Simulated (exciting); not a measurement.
Consider RaF2, space group Fm-3m.

```xyz
3
Lattice="0.0000 3.1840 3.1840 3.1840 0.0000 3.1840 3.1840 3.1840 0.0000" Properties=species:S:1:pos:R:3 pbc="T T T"
Ra    0.0000    0.0000    0.0000
F     4.7760    4.7760    4.7760
F     1.5920    1.5920    1.5920
```

Absorber: atom 2, with 4 Ra at 2.76 Å (tetrahedral, site symmetry -43m). Method: exciting, all-electron LAPW+lo, PBEsol, exchange and screened direct term (singlet BSE), 4×4×4 shifted k points, 24 conduction bands, |G+q| up to 3 bohr⁻¹, full RPA screening with nempty = 49, Lorentzian half width 0.45 eV.

The database entry behind the starting cell is an old determination (1936), so it need not match the best structure at ambient conditions.

**Question.** Predict the F K near-edge structure at this level.

Bound core exciton? Yes on this mesh: the first bright state (over 5 % of the brightest) lies at -0.65 eV from the Kohn–Sham onset and at -0.95 eV from the lowest bare transition of its own mesh; weaker or dark states reach down to -1.06 eV. Maxima (height): -0.6 eV (1.00), 2.0 eV (0.76), 7.0 eV (0.18) and 14.0 eV (0.24).

Energy from the Kohn–Sham onset, core level to the lowest empty state found on the meshes used; Im ε in relative units:

```csv
E (eV),Im ε
-4.5,0.02
-4.0,0.03
-3.5,0.03
-3.0,0.05
-2.5,0.07
-2.0,0.11
-1.5,0.23
-1.0,0.61
-0.5,0.94
0.0,0.42
0.5,0.31
1.0,0.35
1.5,0.49
2.0,0.75
2.5,0.64
3.0,0.56
3.5,0.49
4.0,0.47
4.5,0.39
5.0,0.25
5.5,0.19
6.0,0.16
6.5,0.16
7.0,0.18
7.5,0.14
8.0,0.11
8.5,0.11
9.0,0.11
9.5,0.11
10.0,0.12
10.5,0.14
11.0,0.13
11.5,0.11
12.0,0.12
12.5,0.12
13.0,0.14
13.5,0.17
14.0,0.24
14.5,0.18
15.0,0.12
15.5,0.10
16.0,0.08
16.5,0.07
```

Binding energies aren't converged on 64 k points, and fine structure above the first lines is partly noise of the mesh. The kernel cutoff is low for a compact core orbital, so the effect of exchange is a lower bound. The zero comes from the unshifted 4×4×4 ground-state mesh; it is exact only where the band minimum lies on that mesh. The Kohn–Sham onset, 655 eV, is no photon energy: the scale needs a rigid shift. No quasiparticle correction widens the gap or stretches the bands. Vibrations and energy-dependent lifetimes are left out. The structure is a published determination, not relaxed.

[Banner, clock and machine lines of the logs are left out without a mark of their own.]

[Logs are printed without paths, hosts, clocks, repeated set-up lines and the standing remarks that a program may print on its own settings, such as how far it seeks lower states.]

[Hosts, paths, dates, database ids (printed as entryN), source tags and the programs' standing remarks are cut or masked in the printed files.]
